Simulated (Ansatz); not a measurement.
## LuBRh3 (Pm-3m): Grüneisen parameters

Does LuBRh3 (Pm-3m) expand much on heating, by its phonons?

Calculated with Ansatz 0.2.0; DFT PBEsol, scalar-relativistic, plane waves, PAW; PAW set soft_1.

The raw output is cut from this account; settings, times and results stay.

**1. The system as given**

The structure is cubic, space group Pm-3m (No. 221). The conventional cell has a = 4.121 Å, b = 4.121 Å, c = 4.121 Å, α = 90.00°, β = 90.00°, γ = 90.00°. Nearest to Lu lie 12 Rh at 2.91 Å and 8 B at 3.57 Å. Nearest to B lie 6 Rh at 2.06 Å and 8 Lu at 3.57 Å. Nearest to Rh lie 2 B at 2.06 Å and 4 Lu at 2.91 Å and 8 Rh at 2.91 Å. Farther neighbours, and contacts between anions beyond the nearest, are not listed.

**2. Response at finite wavevector**

Stability and thermal properties need the whole zone. Linear response on a 2×2×2 q mesh gives force constants as far as a supercell of that size would.

Contents of input.yaml:

```yaml
crystal:
  lattice:
    - [4.1207223729, 0.0, 0.0]
    - [0.0, 4.1207223729, 0.0]
    - [0.0, 0.0, 4.1207223729]
  atoms:
    - { symbol: Lu, position: [0.0, 0.0, 0.0] }
    - { symbol: B, position: [0.5, 0.5, 0.5] }
    - { symbol: Rh, position: [0.0, 0.5, 0.5] }
    - { symbol: Rh, position: [0.5, 0.0, 0.5] }
    - { symbol: Rh, position: [0.5, 0.5, 0.0] }
kpoints:
  mp_grid: { grid: [12, 12, 12] }
hamiltonian:
  xc: pbesol
  pseudopotentials: { kind: paw, azcp: { folder: soft_1 }, xc_functional: pbe }
scf:
  occupations: { method: methfessel_paxton, width: 0.2 }
output:
  eigenvalues: true
phonons:
  method: dfpt
  qmesh: [2, 2, 2]
  temperatures: { t_max: 1000, t_step: 50 }
  qpath:
    path:
      - [[0.0, 0.0, 0.0], [0.0, 0.5, 0.0], [0.5, 0.5, 0.0], [0.0, 0.0, 0.0], [0.5, 0.5, 0.5], [0.0, 0.5, 0.0]]
      - [[0.5, 0.5, 0.5], [0.5, 0.5, 0.0]]
    npoints: 10
```

Started as:

```sh
$ ansatz run input.yaml --threads 4 --pin off --max-ram 10240MiB --backend cpu --events-out ev --progress --plain --runs-dir out
```

Elapsed: 12 min, on 4 threads of Arm Neoverse V2, shared host; peak memory 2.8 GiB; 48 min of CPU time.

Numbers from this step:

| Item | Value |
| --- | --- |
| volume per atom | 13.99 Å³ |
| gap on the k-mesh | 0 eV |
| sum-rule residual before enforcement | 9.73e-5 eV/Å² |
| lowest frequency on the path | 0 cm⁻¹ |
| point group | m-3m |
| highest frequency on path, mesh or solved points | 682.5 cm⁻¹ |
| mean frequency | 237.9 cm⁻¹ |
| Debye temperature (second moment) | 572 K |
| logarithmic mean frequency | 183.7 cm⁻¹ |
| highest optical mode at the zone centre (no LO-TO term) | 558.9 cm⁻¹ |
| lowest optical zone-centre mode | 113.8 cm⁻¹ |
| lowest mode on the q mesh (acoustic modes at Γ apart) | 86.14 cm⁻¹ |
| zero-point energy per atom | 44.23 meV |
| heat capacity at 300 K | 21.64 J/(mol atoms K) |
| vibrational entropy at 300 K | 30.04 J/(mol atoms K) |
| edges of the widest gap between branches, on path and mesh | 290.1, 558.9 cm⁻¹ |

Frequencies (cm⁻¹) solved at each irreducible wavevector; negative means imaginary. Frequencies by wavevector, by row:

| q in reciprocal lattice units | star | mode 1 | mode 2 | mode 3 | mode 4 | mode 13 | mode 14 | mode 15 |
| --- | --- | --- | --- | --- | --- | --- | --- | --- |
| 0 0 0 | 1 | 0 | 0 | 0 | 113.8 | 558.9 | 558.9 | 558.9 |
| 0 0 -0.5 | 3 | 89.4 | 89.4 | 100.3 | 100.3 | 561.4 | 561.4 | 675.6 |
| 0 -0.5 -0.5 | 3 | 94.6 | 94.6 | 110.4 | 112.5 | 561 | 678 | 678 |
| -0.5 -0.5 -0.5 | 1 | 86.1 | 86.1 | 86.1 | 114.1 | 682.5 | 682.5 | 682.5 |

Symmetry leaves 4 wavevectors to solve. The lowest mode among them, the acoustic zeros apart, lies at q = (-0.5, -0.5, -0.5) and is real, 86.1 cm⁻¹.

**3. Relaxing at another volume, volume ratio 0.97**

The volume is scaled by 0.97 and held; symmetry leaves nothing to relax, so this is a single point. The modes can then be followed against volume.

input.yaml, the sections that differ from step 2:

```yaml
crystal:
  lattice:
    - [4.0790960686, 0.0, 0.0]
    - [0.0, 4.0790960686, 0.0]
    - [0.0, 0.0, 4.0790960686]
  atoms:
    - { symbol: Lu, position: [0.0, 0.0, 0.0] }
    - { symbol: B, position: [0.5, 0.5, 0.5] }
    - { symbol: Rh, position: [0.0, 0.5, 0.5] }
    - { symbol: Rh, position: [0.5, 0.0, 0.5] }
    - { symbol: Rh, position: [0.5, 0.5, 0.0] }
output:
  forces: true
  stress: true
  eigenvalues: true
# kpoints, hamiltonian, scf: as in step 2
# phonons: removed
```

Run time: 6 s. Hardware: 4 threads; peak memory 0.51 GiB; 22 s of CPU time.

Numbers from this step:

```yaml
pressure: 6.874 GPa
volume_per_atom: 13.57 Å³
```

The run ends at a pressure of 6.87 GPa.

**4. Phonons at the other volume, volume ratio 0.97**

The phonons are repeated at this volume on the same meshes, so that differences come from the volume alone.

Changes to input.yaml since step 3:

```diff
@@ -19,4 +19,11 @@
 output:
-  forces: true
-  stress: true
   eigenvalues: true
+phonons:
+  method: dfpt
+  qmesh: [2, 2, 2]
+  temperatures: { t_max: 1000, t_step: 50 }
+  qpath:
+    path:
+      - [[0.0, 0.0, 0.0], [0.0, 0.5, 0.0], [0.5, 0.5, 0.0], [0.0, 0.0, 0.0], [0.5, 0.5, 0.5], [0.0, 0.5, 0.0]]
+      - [[0.5, 0.5, 0.5], [0.5, 0.5, 0.0]]
+    npoints: 10
```

Run time: 12 min. Hardware: 4 threads; peak memory 2.8 GiB; 47 min of CPU time.

Read from the output:

| Property | Result |
| --- | --- |
| sum-rule residual before enforcement | 2.47e-5 eV/Å² |
| highest frequency on path, mesh or solved points | 712.5 cm⁻¹ |
| mean frequency | 250.9 cm⁻¹ |
| Debye temperature (second moment) | 603 K |
| logarithmic mean frequency | 193.8 cm⁻¹ |
| highest optical mode at the zone centre (no LO-TO term) | 594.4 cm⁻¹ |
| lowest optical zone-centre mode | 118.8 cm⁻¹ |
| lowest mode on the q mesh (acoustic modes at Γ apart) | 90.25 cm⁻¹ |
| zero-point energy per atom | 46.67 meV |
| heat capacity at 300 K | 21.38 J/(mol atoms K) |
| vibrational entropy at 300 K | 28.88 J/(mol atoms K) |
| edges of the widest gap between branches, on path and mesh | 308, 594.4 cm⁻¹ |

Frequencies (cm⁻¹) solved at each irreducible wavevector; negative means imaginary. Frequencies by wavevector, by row:

| q in reciprocal lattice units | star | mode 1 | mode 2 | mode 3 | mode 4 | mode 13 | mode 14 | mode 15 |
| --- | --- | --- | --- | --- | --- | --- | --- | --- |
| 0 0 0 | 1 | 0 | 0 | 0 | 118.8 | 594.4 | 594.4 | 594.4 |
| 0 0 -0.5 | 3 | 93.9 | 93.9 | 104.8 | 104.8 | 596.7 | 596.7 | 705.8 |
| 0 -0.5 -0.5 | 3 | 98.3 | 98.3 | 115.4 | 117 | 596.3 | 707.8 | 707.8 |
| -0.5 -0.5 -0.5 | 1 | 90.2 | 90.2 | 90.2 | 117.3 | 712.5 | 712.5 | 712.5 |

The highest optical mode at the zone centre (no LO-TO term) is 594.4 cm⁻¹, +35.4 cm⁻¹ against the base run.

**5. Relaxing at another volume, volume ratio 1.03**

The volume is scaled by 1.03 and held; symmetry leaves nothing to relax, so this is a single point. The modes can then be followed against volume.

input.yaml, the sections that differ from step 4:

```yaml
crystal:
  lattice:
    - [4.1615242578, 0.0, 0.0]
    - [0.0, 4.1615242578, 0.0]
    - [0.0, 0.0, 4.1615242578]
  atoms:
    - { symbol: Lu, position: [0.0, 0.0, 0.0] }
    - { symbol: B, position: [0.5, 0.5, 0.5] }
    - { symbol: Rh, position: [0.0, 0.5, 0.5] }
    - { symbol: Rh, position: [0.5, 0.0, 0.5] }
    - { symbol: Rh, position: [0.5, 0.5, 0.0] }
output:
  forces: true
  stress: true
  eigenvalues: true
# kpoints, hamiltonian, scf: as in step 4
# phonons: removed
```

The job ended after 6 s (4 threads; peak memory 0.52 GiB; 23 s of CPU time).

Read from the output:

* pressure: -5.813 GPa
* volume per atom: 14.41 Å³

The run ends at a pressure of -5.81 GPa.

**6. Phonons at the other volume, volume ratio 1.03**

Changes to input.yaml since step 5:

```diff
@@ -19,4 +19,11 @@
 output:
-  forces: true
-  stress: true
   eigenvalues: true
+phonons:
+  method: dfpt
+  qmesh: [2, 2, 2]
+  temperatures: { t_max: 1000, t_step: 50 }
+  qpath:
+    path:
+      - [[0.0, 0.0, 0.0], [0.0, 0.5, 0.0], [0.5, 0.5, 0.0], [0.0, 0.0, 0.0], [0.5, 0.5, 0.5], [0.0, 0.5, 0.0]]
+      - [[0.5, 0.5, 0.5], [0.5, 0.5, 0.0]]
+    npoints: 10
```

Run time: 13 min. Hardware: 4 threads; peak memory 2.9 GiB.

Read from the output:

```yaml
sum_rule_residual_before_enforcement: 2.78e-5 eV/Å²
highest_frequency_on_path_mesh_or_solved_points: 653.7 cm⁻¹
mean_frequency: 225.3 cm⁻¹
debye_temperature_second_moment: 543 K
logarithmic_mean_frequency: 174 cm⁻¹
highest_optical_mode_at_the_zone_centre_no_lo_to_term: 524.7 cm⁻¹
lowest_optical_zone_centre_mode: 108.9 cm⁻¹
lowest_mode_on_the_q_mesh_acoustic_modes_at_gamma_apart: 82.29 cm⁻¹
zero_point_energy_per_atom: 41.9 meV
heat_capacity_at_300_k: 21.90 J/(mol atoms K)
vibrational_entropy_at_300_k: 31.22 J/(mol atoms K)
edges_of_the_widest_gap_between_branches_on_path_and_mesh: 273.2, 524.7 cm⁻¹
```

Frequencies (cm⁻¹) solved at each irreducible wavevector; negative means imaginary. Frequencies by wavevector, by row:

| q in reciprocal lattice units | star | mode 1 | mode 2 | mode 3 | mode 4 | mode 13 | mode 14 | mode 15 |
| --- | --- | --- | --- | --- | --- | --- | --- | --- |
| 0 0 0 | 1 | 0 | 0 | 0 | 108.9 | 524.7 | 524.7 | 524.7 |
| 0 0 -0.5 | 3 | 85.2 | 85.2 | 96.2 | 96.2 | 527.4 | 527.4 | 646.8 |
| 0 -0.5 -0.5 | 3 | 91 | 91 | 104.2 | 109.6 | 527 | 649.4 | 649.4 |
| -0.5 -0.5 -0.5 | 1 | 82.3 | 82.3 | 82.3 | 111 | 653.7 | 653.7 | 653.7 |

The highest optical mode at the zone centre (no LO-TO term) is 524.7 cm⁻¹, -34.2 cm⁻¹ against the base run.

**7. Grüneisen parameters**

The Grüneisen parameter of a mode is minus the logarithmic change of its frequency with volume, −d ln ω / d ln V; weighted by heat capacity it gives the expansion.

This step gave:

| Quantity | Value |
| --- | --- |
| bulk modulus | 211.4 GPa |

Phonon branches along the path, in cm⁻¹:

| point | branch 1 | branch 2 | branch 3 | branch 4 | branch 12 | branch 13 | branch 14 | branch 15 |
| --- | --- | --- | --- | --- | --- | --- | --- | --- |
| Γ | 0 | 0 | 0 | 114 | 153 | 559 | 559 | 559 |
| halfway | 53 | 53 | 89 | 114 | 198 | 560 | 560 | 617 |
| X | 89 | 89 | 100 | 100 | 235 | 561 | 561 | 676 |
| halfway | 91 | 100 | 106 | 109 | 248 | 561 | 619 | 677 |
| M | 95 | 95 | 110 | 112 | 270 | 561 | 678 | 678 |
| halfway | 74 | 75 | 106 | 116 | 216 | 561 | 618 | 618 |
| Γ | 0 | 0 | 0 | 114 | 153 | 559 | 559 | 559 |
| halfway | 84 | 84 | 112 | 131 | 231 | 619 | 619 | 620 |
| R | 86 | 86 | 86 | 114 | 290 | 682 | 682 | 682 |
| halfway | 93 | 97 | 100 | 127 | 258 | 620 | 621 | 678 |
| X | 89 | 89 | 100 | 100 | 235 | 561 | 561 | 676 |
| jump to R | 86 | 86 | 86 | 114 | 290 | 682 | 682 | 682 |
| halfway | 92 | 92 | 99 | 113 | 277 | 622 | 680 | 680 |
| M | 95 | 95 | 110 | 112 | 270 | 561 | 678 | 678 |

The same for volume x 0.97:

| point | branch 1 | branch 2 | branch 3 | branch 4 | branch 12 | branch 13 | branch 14 | branch 15 |
| --- | --- | --- | --- | --- | --- | --- | --- | --- |
| Γ | 0 | 0 | 0 | 119 | 163 | 594 | 594 | 594 |
| X | 94 | 94 | 105 | 105 | 252 | 597 | 597 | 706 |
| M | 98 | 98 | 115 | 117 | 287 | 596 | 708 | 708 |
| Γ | 0 | 0 | 0 | 119 | 163 | 594 | 594 | 594 |
| R | 90 | 90 | 90 | 117 | 308 | 712 | 712 | 712 |
| X | 94 | 94 | 105 | 105 | 252 | 597 | 597 | 706 |
| R | 90 | 90 | 90 | 117 | 308 | 712 | 712 | 712 |
| M | 98 | 98 | 115 | 117 | 287 | 596 | 708 | 708 |

The same for volume x 1.03:

| point | branch 1 | branch 2 | branch 3 | branch 4 | branch 12 | branch 13 | branch 14 | branch 15 |
| --- | --- | --- | --- | --- | --- | --- | --- | --- |
| Γ | 0 | 0 | 0 | 109 | 144 | 525 | 525 | 525 |
| X | 85 | 85 | 96 | 96 | 220 | 527 | 527 | 647 |
| M | 91 | 91 | 104 | 110 | 254 | 527 | 649 | 649 |
| Γ | 0 | 0 | 0 | 109 | 144 | 525 | 525 | 525 |
| R | 82 | 82 | 82 | 111 | 273 | 654 | 654 | 654 |
| X | 85 | 85 | 96 | 96 | 220 | 527 | 527 | 647 |
| R | 82 | 82 | 82 | 111 | 273 | 654 | 654 | 654 |
| M | 91 | 91 | 104 | 110 | 254 | 527 | 649 | 649 |

Mode Grueneisen parameter -dln(w)/dln(V), modes matched by rank; at Γ the acoustic branches take the value of a neighbouring point of the path. Mode grüneisen parameters along the path, in :

| point | branch 1 | branch 2 | branch 3 | branch 4 | branch 12 | branch 13 | branch 14 | branch 15 |
| --- | --- | --- | --- | --- | --- | --- | --- | --- |
| Γ | 1.50 | 1.50 | 1.77 | 1.46 | 2.13 | 2.08 | 2.08 | 2.08 |
| halfway | 1.53 | 1.53 | 1.69 | 1.50 | 1.97 | 2.07 | 2.07 | 1.72 |
| X | 1.62 | 1.62 | 1.41 | 1.41 | 2.26 | 2.06 | 2.06 | 1.45 |
| halfway | 1.26 | 1.75 | 1.55 | 1.43 | 2.09 | 2.06 | 1.69 | 1.44 |
| M | 1.29 | 1.29 | 1.70 | 1.09 | 2.05 | 2.06 | 1.43 | 1.43 |
| halfway | 1.54 | 1.13 | 1.94 | 1.55 | 1.88 | 2.06 | 1.70 | 1.71 |
| Γ | 1.60 | 1.45 | 1.92 | 1.46 | 2.13 | 2.08 | 2.08 | 2.08 |
| halfway | 1.26 | 1.26 | 2.05 | 1.70 | 1.83 | 1.70 | 1.70 | 1.70 |
| R | 1.53 | 1.53 | 1.53 | 0.92 | 2.00 | 1.44 | 1.44 | 1.44 |
| halfway | 1.50 | 1.42 | 1.58 | 1.43 | 2.00 | 1.69 | 1.70 | 1.44 |
| X | 1.62 | 1.62 | 1.41 | 1.41 | 2.26 | 2.06 | 2.06 | 1.45 |
| jump to R | 1.53 | 1.53 | 1.53 | 0.92 | 2.00 | 1.44 | 1.44 | 1.44 |
| halfway | 1.44 | 1.44 | 1.71 | 0.90 | 2.01 | 1.69 | 1.44 | 1.44 |
| M | 1.29 | 1.29 | 1.70 | 1.09 | 2.05 | 2.06 | 1.43 | 1.43 |

(dS/dlnV)/C_V. Table of thermodynamic Grueneisen parameter by temperature:

| temperature (K) | thermodynamic Grueneisen parameter |
| --- | --- |
| 50 | 1.69 |
| 100 | 1.77 |
| 150 | 1.80 |
| 200 | 1.80 |
| 250 | 1.80 |
| 300 | 1.80 |
| 350 | 1.80 |
| 400 | 1.80 |
| 450 | 1.80 |
| 500 | 1.80 |
| 550 | 1.80 |
| 600 | 1.8 |
| 650 | 1.80 |
| 700 | 1.8 |
| 750 | 1.8 |
| 800 | 1.8 |
| 850 | 1.8 |
| 900 | 1.8 |
| 950 | 1.8 |
| 1000 | 1.80 |

Gamma C_V/(B V) at the static volume. Table of volume expansion by temperature:

| temperature (K) | volume expansion (1e-6/K) |
| --- | --- |
| 50 | 6.23 |
| 100 | 14.2 |
| 150 | 17.6 |
| 200 | 19.6 |
| 250 | 21.0 |
| 300 | 21.9 |
| 350 | 22.6 |
| 400 | 23.1 |
| 450 | 23.5 |
| 500 | 23.8 |
| 550 | 24.0 |
| 600 | 24.2 |
| 650 | 24.3 |
| 700 | 24.4 |
| 750 | 24.5 |
| 800 | 24.6 |
| 850 | 24.6 |
| 900 | 24.7 |
| 950 | 24.8 |
| 1000 | 24.8 |

**8. Summary of results**

* bulk modulus: 211 GPa
* thermodynamic Grüneisen parameter at 300 K: 1.804
* volume expansion at 300 K, estimated: 21.91 × 10⁻⁶ K⁻¹

By this estimate the volume grows by 21.9 × 10⁻⁶ per kelvin at 300 K. The highest optical mode at Γ goes from 594 to 525 cm⁻¹ as the cell grows, a Grüneisen parameter of 2.08. Mode parameters on the path run from 0.87 to 2.6, with a median of 1.8. Branches are matched by rank, so values near crossings are rough. The expansion is the Grüneisen estimate at the static volume, with the static bulk modulus. The q mesh stands for a supercell only 8.2 Å across, so branches between the solved wavevectors are rough. With no gap, or one that is small against the smearing, the frequencies hang on the k mesh and the smearing, most of all near Kohn anomalies. The phonon runs are without spin polarisation, although the cell has an odd electron count. Spin-orbit coupling is left out, which can matter for the heavy elements here. The PAW files were made for PBE and serve the other functionals too. A phonon run warned that its eigensolver left some bands unconverged in a pass.

[Long decimals in the printed logs are rounded to 6 places.]

[Logs are printed without paths, hosts, clocks, repeated set-up lines and the standing remarks that a program may print on its own settings, such as how far it seeks lower states.]

[Hosts, paths, dates, database ids (printed as entryN), source tags and the programs' standing remarks are cut or masked in the printed files.]

[Where the starting crystal was built by hand or by swapping elements, it need not be the compound's stable phase.]
